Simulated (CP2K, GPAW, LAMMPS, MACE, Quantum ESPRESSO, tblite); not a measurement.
**CP2K on amorphous Ge (65 atoms): settings against a plane-wave reference**

Aim: run amorphous Ge (65 atoms) in CP2K and see how near its forces come to a plane-wave reference, and at what cost.

Main program and level: CP2K 2026.2; the method is named at each step.

## Step 1: The structure

The cell holds 65 atoms: 65 Ge. Its edges and angles: a = 11.613 Å, b = 11.613 Å, c = 11.613 Å, α = 90.0°, β = 90.0°, γ = 90.0°. 65 atoms (65 Ge) placed at random at 5.01 g/cm³, melted at 3500 K for 10 ps at fixed volume with the Tersoff potential (Tersoff, Phys. Rev. B 39, 5566 (1989)). Quenched from 3500 K to 700 K at 5 K/ps and fixed volume, held 5 ps, then minimised at fixed cell.

The yardstick, on the same geometry:

```
method                 : Kohn-Sham DFT, PBE, SSSP efficiency 1.3.0 pseudopotentials, plane waves (Quantum ESPRESSO 7.5); sssp-pbe-1.3.0-efficiency, cutoffs 45/360 Ry, Γ point
r.m.s. force component : 0.1851 eV/Å
longest force          : 0.6546 eV/Å
pressure               : 1.265 GPa
time                   : 14 min on 1 thread of Arm Neoverse V1, shared host
CPU time               : 14 min
```

## Step 2: PBE, DZVP-UZH, 350/50 Ry, diagonalisation

Method: Kohn-Sham DFT, PBE, GTH-PBE pseudopotentials, Gaussian and plane waves, DZVP-MOLOPT (UZH set), diagonalisation.

Input file input.inp:

```
&GLOBAL
  PROJECT cell
  RUN_TYPE ENERGY_FORCE
  PRINT_LEVEL LOW
&END GLOBAL
&FORCE_EVAL
  METHOD QS
  STRESS_TENSOR ANALYTICAL
  &DFT
    BASIS_SET_FILE_NAME BASIS_MOLOPT_UZH
    POTENTIAL_FILE_NAME POTENTIAL_UZH
    &MGRID
      CUTOFF 350
      REL_CUTOFF 50
    &END MGRID
    &QS
      EPS_DEFAULT 1.0E-12
    &END QS
    &SCF
      SCF_GUESS ATOMIC
      EPS_SCF 5.0E-06
      MAX_SCF 200
      ADDED_MOS 29
      &DIAGONALIZATION
        ALGORITHM STANDARD
      &END DIAGONALIZATION
      &SMEAR ON
        METHOD FERMI_DIRAC
        ELECTRONIC_TEMPERATURE [K] 580
      &END SMEAR
      &MIXING
        METHOD BROYDEN_MIXING
        ALPHA 0.15
        NBROYDEN 12
      &END MIXING
      &PRINT
        &RESTART OFF
        &END RESTART
      &END PRINT
    &END SCF
    &XC
      &XC_FUNCTIONAL PBE
      &END XC_FUNCTIONAL
    &END XC
    &PRINT
      &MULLIKEN ON
      &END MULLIKEN
      &HIRSHFELD ON
        SHAPE_FUNCTION DENSITY
      &END HIRSHFELD
      &MO ON
        EIGENVALUES T
        OCCUPATION_NUMBERS T
        MO_INDEX_RANGE 119 142
        &EACH
          QS_SCF 0
        &END EACH
        ADD_LAST NUMERIC
      &END MO
    &END PRINT
  &END DFT
  &SUBSYS
    &CELL
      A 11.61260 0.00000 0.00000
      B 0.00000 11.61260 0.00000
      C 0.00000 0.00000 11.61260
    &END CELL
    &COORD
      Ge 2.50008 1.08276 8.37408
      Ge 1.69428 0.47426 2.11361
      Ge 9.83309 3.81218 7.31513
      Ge 4.98041 11.35155 10.69195
      Ge 11.50809 8.03975 10.76674
      Ge 11.13021 10.98912 2.17016
      Ge 7.82387 11.56150 7.15615
      Ge 10.53031 4.10122 9.67306
      Ge 2.47952 4.16753 1.06058
      Ge 0.47948 6.44604 6.89115
      Ge 1.86696 8.00097 2.69261
      Ge 8.37698 1.93698 0.17907
      Ge 0.94376 0.31656 10.11783
      Ge 6.04517 2.06124 3.34942
      Ge 8.66730 5.83173 1.68058
      Ge 7.67895 2.53491 7.21456
      Ge 7.06534 5.65371 9.69594
      Ge 2.08934 8.60970 0.25815
      Ge 5.55686 11.21661 6.37741
      Ge 6.40412 6.78989 1.88391
      Ge 7.80994 7.25555 7.82387
      Ge 11.07110 2.09282 11.14322
      Ge 2.35202 5.66695 3.09406
      Ge 11.58032 10.43044 7.09007
      Ge 2.56557 5.03615 10.26113
      Ge 2.63606 10.99388 0.09093
      Ge 3.68700 3.62917 6.21704
      Ge 0.43861 5.97190 9.40098
      Ge 0.65820 2.63954 1.60056
      Ge 1.65723 4.76953 5.41960
      Ge 4.46133 1.42498 5.09886
      Ge 1.17624 0.84226 6.34362
      Ge 3.61988 3.36823 8.64744
      Ge 9.60130 6.29937 6.14887
      Ge 5.96353 2.02152 11.09607
      Ge 11.10432 8.65557 2.91209
      Ge 6.71824 9.58574 10.79635
      Ge 0.04494 2.95587 5.80618
      Ge 5.36154 9.14899 5.01734
      Ge 9.90752 11.34075 0.00267
      Ge 8.27990 9.63254 8.82093
      Ge 4.82016 5.31996 2.97248
      Ge 9.30378 8.42924 4.63250
      Ge 6.08280 3.41050 9.03333
      Ge 7.79159 0.65065 2.29302
      Ge 1.63401 8.61028 6.64194
      Ge 9.58365 10.68162 5.66637
      Ge 4.82120 3.18952 1.48920
      Ge 10.71425 2.87249 3.59828
      Ge 5.57242 7.34532 6.68386
      Ge 9.13087 4.76198 3.93737
      Ge 8.04451 9.92099 1.18959
      Ge 5.35608 5.18526 5.38534
      Ge 5.86088 7.29097 11.13277
      Ge 4.19819 10.88914 8.37884
      Ge 9.74680 0.61245 3.71917
[... 5 atom lines left out ...]
      Ge 10.77266 10.07753 9.51211
      Ge 3.67434 8.43052 8.12058
      Ge 2.89293 9.28300 4.55609
      Ge 7.14837 8.69319 3.30297
    &END COORD
    &KIND Ge
      BASIS_SET DZVP-MOLOPT-PBE-GTH-q4
      POTENTIAL GTH-PBE-q4
    &END KIND
  &END SUBSYS
  &PRINT
    &FORCES ON
    &END FORCES
    &STRESS_TENSOR ON
    &END STRESS_TENSOR
  &END PRINT
&END FORCE_EVAL
```

On the command line:

```
OMP_NUM_THREADS=2 cp2k.psmp -i input.inp > output.txt
```

Numbers of over 12 decimals in the logs are rounded to 6 here.

What it wrote:

```text
CP2K| version string:                                       CP2K version 2026.2
 CP2K| Input file name                                                 input.inp
 GLOBAL| Basis set file name                                    BASIS_MOLOPT_UZH
 GLOBAL| Potential file name                                       POTENTIAL_UZH
 GLOBAL| Run type                                                   ENERGY_FORCE
 GLOBAL| Total number of message passing processes                             1
 GLOBAL| Number of threads for this process                                    2
 TOTAL NUMBERS AND MAXIMUM NUMBERS
  Total number of            - Atomic kinds:                                   1
                             - Atoms:                                         65
                             - Shell sets:                                    65
                             - Shells:                                       325
                             - Primitive Cartesian functions:                260
                             - Cartesian basis functions:                    910
                             - Spherical basis functions:                    845
  Maximum angular momentum of the orbital basis functions:                     2
 SCF PARAMETERS         Density guess:                                    ATOMIC
                        max_scf:                                             200
                        eps_scf:                                        5.00E-06
                        added MOs                                        29    0
                        Mixing method:                            BROYDEN_MIXING
                                                charge density mixing in g-space
                        Smear method:                                FERMI_DIRAC
                        Electronic temperature [K]:                        580.0
                        Electronic temperature [a.u.]:                  1.84E-03
                        Accuracy threshold:                             1.00E-10
 Extrapolation method: initial_guess
 Number of electrons:                                                        260
 Number of occupied orbitals:                                                130
 Number of molecular orbitals:                                               159
 Number of orbital functions:                                                845
 Number of independent orbital functions:                                    845
 SCF WAVEFUNCTION OPTIMIZATION
  Step     Update method      Time    Convergence         Total energy    Change
     1 NoMix/Diag. 0.15E+00    3.0     0.39746819      -258.6453792145 -2.59E+02
     2 Broy./Diag. 0.15E+00    3.9     0.02749595      -253.7957464714  4.85E+00
     3 Broy./Diag. 0.15E+00    4.0     0.09705501      -253.9885832448 -1.93E-01
     4 Broy./Diag. 0.15E+00    4.0     0.03342951      -254.9320636152 -9.43E-01
[...]
15 Broy./Diag. 0.15E+00    4.3     0.00001307      -254.9155504061 -2.02E-04
    16 Broy./Diag. 0.15E+00    4.2     0.00000420      -254.9155426537  7.75E-06
  *** SCF run converged in    16 steps ***
  Electronic density on regular grids:       -259.9999999999        0.0000000001
  Core density on regular grids:              259.9999999990       -0.0000000010
  Total charge density on r-space grids:       -0.0000000009
  Total charge density g-space grids:          -0.0000000009
  Overlap energy of the core charge distribution:               3.48826e-07
  Self energy of the core charge distribution:               -542.848111
  Core Hamiltonian energy:                                    127.351324
  Hartree energy:                                             236.094717
  Exchange-correlation energy:                                -75.508903
  Electronic entropic energy:                                  -0.00457076
  Fermi energy:                                                 0.140059
  Total energy:                                              -254.915543
  Total energy (extrapolated to T->0):                       -254.913257
 MO| EIGENVALUES AND OCCUPATION NUMBERS
 MO|
 MO|  Index      Eigenvalue [a.u.]        Eigenvalue [eV]             Occupation
 MO|    119               0.099557               2.709083               2.000000
 MO|    120               0.103225               2.808885               2.000000
 MO|    121               0.105067               2.859016               2.000000
[...]
MO|    141               0.181078               4.927389               0.000000
 MO|    142               0.184946               5.032642               0.000000
 MO| Sum:                                                             260.000000
 MO| E(Fermi):            0.140059 a.u.          3.811210 eV
 !-----------------------------------------------------------------------------!
                     Mulliken Population Analysis
 #  Atom  Element  Kind  Atomic population                           Net charge
       1     Ge       1          4.043270                             -0.043270
       2     Ge       1          4.011506                             -0.011506
       3     Ge       1          4.066469                             -0.066469
[...]
64     Ge       1          3.995898                              0.004102
      65     Ge       1          3.951349                              0.048651
 # Total charge                            260.000000                  0.000000
 !-----------------------------------------------------------------------------!
 !-----------------------------------------------------------------------------!
                           Hirshfeld Charges
  #Atom  Element  Kind  Ref Charge     Population                    Net charge
      1       Ge     1       4.000          4.012                        -0.012
      2       Ge     1       4.000          4.011                        -0.011
      3       Ge     1       4.000          3.997                         0.003
[...]
64       Ge     1       4.000          3.995                         0.005
     65       Ge     1       4.000          3.977                         0.023
  Total Charge                                                           -0.000
 !-----------------------------------------------------------------------------!
 ENERGY| Total FORCE_EVAL ( QS ) energy [hartree]           -254.915449
 FORCES| Atomic forces [hartree/bohr]
 FORCES|   Atom     x               y               z               |f|
 FORCES|      1 -8.84516622E-04  2.36151228E-03 -5.78595078E-03   6.31160330E-03
 FORCES|      2  5.15937521E-03  1.77492431E-03  2.92027273E-03   6.18849753E-03
 FORCES|      3 -1.26918122E-03  4.15049021E-03  1.16202437E-02   1.24043321E-02
[...]
FORCES|     64  5.80131567E-03 -3.12542625E-03 -1.17155879E-03   6.69298908E-03
 FORCES|     65  1.68890453E-03  4.20417587E-03 -4.26035413E-03   6.21917282E-03
 FORCES| Sum    -1.66274844E-07 -7.20389192E-08  1.08489216E-07
 FORCES| Total atomic force                                       2.11203313E-07
 STRESS| Analytical stress tensor [bar]
 STRESS|                        x                   y                   z
 STRESS|      x        3.32038747692E+04   1.13334235810E+04   1.41639521543E+04
 STRESS|      y        1.13334235810E+04   1.50925089726E+04  -2.45305055252E+03
 STRESS|      z        1.41639521543E+04  -2.45305055252E+03   1.21842232639E+04
 STRESS| 1/3 Trace                                             2.01602023352E+04
```

Wall time 81 s (2 threads of Arm Neoverse V1, shared host); peak memory 2.2 GiB; 2.4 min of CPU time.

Banners, paths, timers and routine set-up lines are dropped from the logs unmarked, and long logs keep their key lines alone; longer cuts are marked.

Numbers from this run, and their distance from the reference:

* r.m.s. force component: 0.1912 eV/Å
* r.m.s. difference of force components: 29.21 meV/Å
* longest difference of force vectors: 98.93 meV/Å
* force difference over r.m.s. force: 15.78 %
* slope of forces against the reference's: 1.021
* correlation of force components: 0.9885
* pressure: 2.016 GPa
* pressure difference: 0.7513 GPa

Local excerpt of 9 atoms (numbers count through the whole input) about Ge3, which bears the longest force; x, y, z are measured from there.

| atom | x | y | z | distance (Å) | bonds | Hirshfeld charge (e) | Fx | Fy | Fz (eV/Å) |
| --- | --- | --- | --- | --- | --- | --- | --- | --- | --- |
| Ge3 | 0.00 | 0.00 | 0.00 | 0.00 | 4 | 0.00 | -0.065 | 0.213 | 0.598 |
| Ge8 | 0.70 | 0.29 | 2.36 | 2.48 | 4 | -0.01 | -0.368 | -0.280 | -0.097 |
| Ge16 | -2.15 | -1.28 | -0.10 | 2.51 | 4 | 0.02 | 0.164 | -0.255 | -0.080 |
| Ge38 | 1.82 | -0.86 | -1.51 | 2.52 | 4 | -0.01 | 0.077 | -0.098 | 0.044 |
| Ge34 | -0.23 | 2.49 | -1.17 | 2.76 | 5 | -0.01 | 0.250 | -0.549 | -0.082 |
| Ge10 | 2.26 | 2.63 | -0.42 | 3.50 | 4 | 0.00 | -0.011 | 0.233 | -0.079 |
| Ge61 | -2.65 | -0.21 | -2.35 | 3.55 | 4 | -0.01 | 0.274 | -0.098 | 0.071 |
| Ge51 | -0.70 | 0.95 | -3.38 | 3.58 | 4 | 0.03 | 0.051 | 0.055 | 0.027 |
| Ge28 | 2.22 | 2.16 | 2.09 | 3.73 | 4 | 0.00 | -0.015 | 0.078 | -0.281 |

Forces lie 16 % from the reference's, at 0.17 times its CPU time (on 2 against 1 cores).

## Step 3: PBE, TZV2P-UZH, 350/50 Ry, diagonalisation

Method: Kohn-Sham DFT, PBE, GTH-PBE pseudopotentials, Gaussian and plane waves, TZV2P-MOLOPT (UZH set), diagonalisation.

input.inp, as its differences from that of step 2:

```diff
@@ -71,3 +71,3 @@
     &KIND Ge
-      BASIS_SET DZVP-MOLOPT-PBE-GTH-q4
+      BASIS_SET TZV2P-MOLOPT-PBE-GTH-q4
       POTENTIAL GTH-PBE-q4
```

On the command line:

```
OMP_NUM_THREADS=1 mpirun -np 4 cp2k.psmp -i input.inp > output.txt
```

What it wrote:

```text
CP2K| version string:                                       CP2K version 2026.2
 CP2K| Input file name                                                 input.inp
 GLOBAL| Basis set file name                                    BASIS_MOLOPT_UZH
 GLOBAL| Potential file name                                       POTENTIAL_UZH
 GLOBAL| Run type                                                   ENERGY_FORCE
 GLOBAL| Total number of message passing processes                             4
 GLOBAL| Number of threads for this process                                    1
[... lines left out ...]
                        Smear method:                                FERMI_DIRAC
[... lines left out ...]
 Number of electrons:                                                        260
[... lines left out ...]
  Step     Update method      Time    Convergence         Total energy    Change
[... lines left out ...]
  *** SCF run converged in    17 steps ***
[... lines left out ...]
  Fermi energy:                                                 0.138973
  Total energy:                                              -255.105061
  Total energy (extrapolated to T->0):                       -255.102791
[... lines left out ...]
 MO| E(Fermi):            0.138973 a.u.          3.781658 eV
[... lines left out ...]
     65       Ge     1       4.000          3.977                         0.023
  Total Charge                                                           -0.000
 !-----------------------------------------------------------------------------!
 ENERGY| Total FORCE_EVAL ( QS ) energy [hartree]           -255.104940
 FORCES| Atomic forces [hartree/bohr]
 FORCES|   Atom     x               y               z               |f|
 FORCES|      1 -1.47820654E-04  2.35630646E-03 -5.99162671E-03   6.44000169E-03
 FORCES|      2  4.64045516E-03  1.63385673E-03  2.49295609E-03   5.51526445E-03
 FORCES|      3 -1.22793673E-03  5.60513617E-03  1.03099045E-02   1.17991318E-02
[...]
FORCES|     64  5.74140596E-03 -3.06394308E-03 -4.50119979E-04   6.52335018E-03
 FORCES|     65  2.77635174E-03  3.88810081E-03 -4.61930811E-03   6.64555975E-03
 FORCES| Sum    -3.78887275E-08  1.07581264E-07 -9.87918726E-08
 FORCES| Total atomic force                                       1.50894394E-07
 STRESS| Analytical stress tensor [bar]
 STRESS|                        x                   y                   z
 STRESS|      x        3.16384878076E+04   1.10829245291E+04   1.39287455995E+04
 STRESS|      y        1.10829245291E+04   1.39875551967E+04  -2.38775799637E+03
 STRESS|      z        1.39287455995E+04  -2.38775799637E+03   1.10911194896E+04
 STRESS| 1/3 Trace                                             1.89057208313E+04
```

Run time: 1.8 min. Hardware: 4 MPI ranks; peak memory 4.8 GiB; 7.1 min of CPU time.

Against the reference:

| Item | Value |
| --- | --- |
| r.m.s. force component | 0.1889 eV/Å |
| r.m.s. difference of force components | 12.21 meV/Å |
| longest difference of force vectors | 43.53 meV/Å |
| force difference over r.m.s. force | 6.594 % |
| slope of forces against the reference's | 1.018 |
| correlation of force components | 0.9981 |
| pressure | 1.891 GPa |
| pressure difference | 0.6259 GPa |

Against the first run (16 %), the force difference from the reference is 6.6 %, at 2.9 times the CPU time (on 4 against 2 cores), with 1885 basis functions against 845: the larger basis brings the forces nearer.

(Part 1 of 3 ends here.)

[Also dropped from logs without a mark: logging warnings of Python, and SIESTA's first energy breakdown and zero terms.]

[Logs are printed without paths, hosts, clocks, repeated set-up lines and the standing remarks that a program may print on its own settings, such as how far it seeks lower states.]

[Hosts, paths, dates, database ids (printed as entryN), source tags and the programs' standing remarks are cut or masked in the printed files.]
